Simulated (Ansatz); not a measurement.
# Is the response still linear at 0.3 V/Å? MoSi2N4 bilayer, AB

The dipole of a slab grows in proportion to a weak field along its normal. Does the weak-field slope carry to a strong field?

How it was computed: Ansatz 0.2.0, plane waves with PAW datasets (its set soft_2), PBE-D3(BJ); atoms held at their relaxed places, 18 Å of vacuum, dipole correction, cell area 7.21 Å², 18×18 k-points, smearing 0.02585 eV. Without field the slab has a gap of 1.87 eV.

```
  run  field (V/Å)  dipole (e·Å)
run 1        −0.10      −0.05658
run 2         0.00       0.00581
run 3         0.10       0.06821
run 4         0.30             ?
```

Q: Estimate the withheld value from the rows shown.

A least-squares line through the 3 rows shown has slope 0.623950 and intercept 0.005813; no row lies more than 0.00001 e·Å off it. A perfect conductor with that slope would be 180.95 × 0.62395 / 7.21 = 15.66 Å thick. At 0.30 it gives 0.623950 × 0.30 + 0.005813 = 0.19300 e·Å, beyond the rows fitted. Rounding and scatter of the rows alone allow about ±0.00001 e·Å there.

The run itself gives 0.19304 e·Å: a miss of +0.00004 e·Å. That is under 1 % of the induced dipole, so the response is still linear.

**Limits.** Ions are held, so this is the electronic response. Of the series that stay linear within 1 %, this collection keeps about one in seven, and it keeps all that bend.

[Logs are printed without paths, hosts, clocks, repeated set-up lines and the standing remarks that a program may print on its own settings, such as how far it seeks lower states.]
